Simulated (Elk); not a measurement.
# Magnetic state of FeGe from several starts, part 3 of 3

Wanted: the moments of FeGe and the energy of each order that was tried.

Elk 11.2.3 (patched build); PBEsol; all-electron APW+lo, Dirac cores, scalar-relativistic bands.

So far, largest spin moment in the muffin-tin sphere (μB): step 2 (order 1, typed as ferro +++) 1.47; step 3 (start 2: ferri ++-) 1.63.

## Step 6: Ranking

These are free energies at a smearing of 0.0816 eV, so its entropy term is in the differences. They are divided by the number of seeded atoms, so that cells of unlike size compare.

Orders:

| start | final state | typed order kept | energy over the lowest (meV a seeded atom) | largest sphere moment (μB) | net moment (μB a primitive cell) | DOS at the Fermi level (states/eV a primitive cell) | mesh matched | CPU time (s) |
| --- | --- | --- | --- | --- | --- | --- | --- | --- |
| ferro +++ | ferromagnetic | yes | 0 | 1.468 | 4.102 | 4.38 | yes | 893.1 |
| ferri ++- | ferrimagnetic | yes | 135.4 | 1.631 | 0.5491 | 7.208 | yes | 3283 |
| no spin polarisation | non-magnetic | - | 214.7 | 0 | 0 | 13.59 | yes | 115.6 |

## Step 7: Orbital moments

Orbital moments arise only with spin–orbit coupling, and measured moments hold them.

The run goes on from the saved lowest state, with the moments along the z axis of the cell.

Contents of elk.in:

```
tasks
  1
  15

xctype
  22

reducebf
  0.5

epsengy
  1e-05

maxscl
  100

rgkmax
  7.0

nempty
  8

swidth
  0.003

lmaxi
  3

spinpol
  .true.

spinorb
  .true.

cmagz
  .true.

sppath
  './'

avec
  9.44409969445 0.00000000000 0.00000000000
  -4.72204984723 8.17883025124 0.00000000000
  0.00000000000 0.00000000000 7.77766174582

atoms
  2
  'Fe.in'
  3
  0.5000000000 0.0000000000 0.0000000000   0.000000 0.000000 -0.000210
  0.5000000000 0.5000000000 0.0000000000   0.000000 0.000000 -0.000210
  0.0000000000 0.5000000000 0.0000000000   0.000000 0.000000 -0.000210
  'Ge.in'
  3
  0.0000000000 0.0000000000 0.0000000000   0.000000 0.000000 0.000000
  0.3333333300 0.6666666700 0.5000000000   0.000000 0.000000 0.000000
  0.6666666700 0.3333333300 0.5000000000   0.000000 0.000000 0.000000

ngridk
  6 6 6
```

The run is started by

```bash
$ OMP_NUM_THREADS=4 elk
```

Numbers of over 12 decimals in the logs are rounded to 6 here.

The log of the run:

```text
Warning(gndstate): core states of species 2 leak from the muffin-tin :   0.4893998879E-03
Warning(chksvso): spin-orbit splittings by the second variation are low [figures from our tests cut]: local-orbitals by j (lorbdm 7 and 8, zora) mend levels alone
Warning(init1): few empty states an atom for a second variation :    8.000000000
 they are its basis, with spin, DFT+U, afieldc (12 by default), in Hartree-Fock and RDMFT; 30 and more for pressures

--- INFO.OUT ---
┌─────────────────────────┐
│ Elk code version 11.2.3 │
└─────────────────────────┘

All units are atomic (Hartree, Bohr, etc.)

┌──────────────────────────────────────────┐
│ Ground-state run resuming from STATE.OUT │
└──────────────────────────────────────────┘

Lattice vectors :
   9.444099694       0.000000000       0.000000000
  -4.722049847       8.178830251       0.000000000
   0.000000000       0.000000000       7.777661746

Species : 1 (Fe)
 parameters loaded from : Fe.in
 name : iron
 nuclear charge    :   -26.00000000
 electronic charge :    26.00000000
 atomic mass :    101799.2075
 muffin-tin radius :    2.336024924
 number of radial points in muffin-tin :    993
 inner part over the whole radius :   0.9975523402E-02
 number on inner part of muffin-tin    :    700
 approximate nuclear radius :   0.7160107270E-04
 number of mesh points to nuclear radius :    332
 atomic positions (lattice), magnetic fields (Cartesian) :
  1 :   0.00000000  0.00000000  0.00000000    0.00000000  0.00000000  0.00000000
  2 :   0.00000000  0.50000000  0.00000000    0.00000000  0.00000000  0.00000000
  3 :   0.50000000  0.50000000  0.00000000    0.00000000  0.00000000  0.00000000

Species : 2 (Ge)
 parameters loaded from : Ge.in
 name : germanium
 nuclear charge    :   -32.00000000
 electronic charge :    32.00000000
 atomic mass :    132414.6196
 muffin-tin radius :    2.336024924
 number of radial points in muffin-tin :    993
 inner part over the whole radius :   0.9985464432E-02
 number on inner part of muffin-tin    :    702
 approximate nuclear radius :   0.7637961215E-04
 number of mesh points to nuclear radius :    341
 atomic positions (lattice), magnetic fields (Cartesian) :
  1 :   0.50000000  0.00000000  0.00000000    0.00000000  0.00000000  0.00000000
  2 :  -0.16666667 -0.33333333  0.50000000    0.00000000  0.00000000  0.00000000
  3 :   0.16666667  0.33333333  0.50000000    0.00000000  0.00000000  0.00000000

Total number of atoms per unit cell :    6
Total muffin-tin volume :    320.3850746
 ratio of muffin-tin to unit cell volume :   0.5332998563

Spin treatment :
 spin-polarised
 spin-orbit coupling
 global magnetic field (Cartesian) :    0.000000000       0.000000000       0.000000000
 collinear magnetisation in z-direction

Number of Bravais lattice symmetries :   24
Number of crystal symmetries         :   12
Crystal has inversion symmetry
Real symmetric eigensolver will be used

k-point grid :      6     6     6
k-point offset :    0.000000000       0.000000000       0.000000000
k-point set is reduced with full crystal symmetry group
Total number of k-points :       32

Muffin-tin radius times maximum |G+k| :    7.000000000
 using average radius
Maximum |G+k| for APW functions       :    2.996543371
Maximum (1/2)|G+k|²                   :    4.489636088
Maximum |G| for potential and density :    12.00000000
Constant for pseudocharge density :    7
 order of it for each species :   14  14
 order of it for pair densities of each species (exact exchange by exxq0 0: 14) :   10  10
Radial integration step length :    1

G-vector grid sizes :     40    40    30
Number of G-vectors :    17501

Maximum angular momentum used for
 APW functions            :    8
 outer part of muffin-tin :    6
 inner part of muffin-tin :    3

Number of empty states         :     48
Total number of valence states :    188
Total number of core states    :     84

Third-order local-orbitals added for an l without core states : T
Total number of local-orbitals :    129

Exchange-correlation functional :     22     0     0
 PBEsol, Phys. Rev. Lett. 100, 136406 (2008)
 gradient requirement :    1
 generalised gradient approximation (GGA)

Smearing type :    3
 Fermi-Dirac
Smearing width :   0.3000000000E-02
Effective electronic temperature (K) :    947.3250744

Mixing type :    3
 Broyden mixing, J. Phys. A: Math. Gen. 17, L317 (1984)

Potential read in from STATE.OUT

┌──────────────────────────────┐
│ Self-consistent loop started │
└──────────────────────────────┘

[... earlier loops left out ...]

┌──────────────────┐
│ Loop number : 12 │
└──────────────────┘

Energies :
 Fermi                       :     0.292853
 sum of occupied eigenvalues :     -5824.1379177606
 electron kinetic            :      10290.697334603
 core electron kinetic       :      9397.9240288725
 Coulomb                     :     -19999.400535741
 Coulomb potential           :     -15591.851343814
 nuclear-nuclear             :     -1509.5448382525
 electron-nuclear            :     -21434.695620496
 Hartree                     :      2944.8399230074
 Madelung                    :     -12203.474863834
 xc potential                :     -522.84656831798
 xc effective B-field        :    -0.137340
 external B-field            :      0.000000
 exchange                    :     -389.42393973322
 correlation                 :     -9.525698
 electron entropic           :    -0.36725344333672E-02
 total energy                :     -10107.656511260
 (external B-field energy excluded from total)

Density of states at Fermi energy :    119.5112193
 (states/Hartree/unit cell)

Estimated indirect band gap :   0.1019876465E-02
 from k-point 26 to k-point 12
Estimated direct band gap   :   0.1196538126E-02
 at k-point 13

Charges :
 core                        :    84.00000000
 valence                     :    90.00000000
 interstitial                :    7.374226527
 muffin-tins (core leakage)
  species : 1 (Fe)
   atom 1                    :    25.12631534     ( -0.2242528883E-06)
   atom 2                    :    25.12631534     ( -0.2242528883E-06)
   atom 3                    :    25.12631534     ( -0.2242528883E-06)
  species : 2 (Ge)
   atom 1                    :    30.38922569     (  0.4870418469E-03)
   atom 2                    :    30.42880088     (  0.4893998879E-03)
   atom 3                    :    30.42880088     (  0.4893998879E-03)
 total in muffin-tins        :    166.6257735
 total calculated charge     :    173.9972873
 total charge                :    174.0000000
 error                       :   0.2712679454E-02

Moments :
 interstitial                :  -0.9607167137E-01
 muffin-tins
  species : 1 (Fe)
   atom 1                    :    1.466301919
   atom 2                    :    1.466301919
   atom 3                    :    1.466301919
  species : 2 (Ge)
   atom 1                    :  -0.9080861570E-01
   atom 2                    :  -0.5746743082E-01
   atom 3                    :  -0.5746743082E-01
 total in muffin-tins        :    4.193162281
 total moment                :    4.097090609

┌──────────────────────────────┐
│ Self-consistent loop stopped │
└──────────────────────────────┘

Warning : core states of species 2 leak from the muffin-tin :   0.4893998879E-03

Wrote STATE.OUT
```

It took 4.2 min on 4 threads of Arm Neoverse V2, shared host; peak memory 0.57 GiB.

Spin moment in the muffin-tin sphere by atom:

| atom | spin moment in the muffin-tin sphere (μB) |
| --- | --- |
| Fe1 | 1.47 |
| Fe2 | 1.47 |
| Fe3 | 1.47 |
| Ge4 | -0.09 |
| Ge5 | -0.06 |
| Ge6 | -0.06 |

Read from the output:

```
density of states at the Fermi level : 4.392 states/eV/cell
moment between the spheres           : -0.09607 μB
magnetization                        : 4.097 μB
final state                          : ferromagnetic
```

Orbital moment <L> in the sphere by atom:

| atom | x (μB) | y (μB) | z (μB) | size |
| --- | --- | --- | --- | --- |
| Fe1 | 0.0000 | 0.0000 | 0.0442 | 0.0442 |
| Fe2 | 0.0000 | 0.0000 | 0.0442 | 0.0442 |
| Fe3 | 0.0000 | 0.0000 | 0.0442 | 0.0442 |
| Ge4 | 0.0000 | 0.0000 | -0.0018 | 0.0018 |
| Ge5 | 0.0000 | 0.0000 | 0.0010 | 0.0010 |
| Ge6 | 0.0000 | 0.0000 | 0.0010 | 0.0010 |

## Step 8: Outcome

```
lowest state found                                                   : ferromagnetic (typed ferro +++)
largest site moment                                                  : 1.47 μB
next state                                                           : ferrimagnetic, 135 meV a seeded atom higher
energy gained by spin polarisation                                   : 215 meV a seeded atom
with spin–orbit coupling: largest spin moment and its orbital moment : 1.47 and 0.0442 μB
```

The lowest state found is ferromagnetic, reached from the start ferro +++, with moments up to 1.47 μB. The next state costs 135 meV a seeded atom. The orbital moment is almost quenched. Only 3 starts are shown; other collinear patterns, canted and longer-period orders are not.

[Logs and program files are shortened in this print: banners, set-up blocks, solver, clock and traceback lines can be left out without a mark of their own.]

[Logs are printed without paths, hosts, clocks, repeated set-up lines and the standing remarks that a program may print on its own settings, such as how far it seeks lower states.]

[Hosts, paths, dates, database ids (printed as entryN), source tags and the programs' standing remarks are cut or masked in the printed files.]

[Where a cell is said to come from a database of computed structures, the database is the Materials Project.]
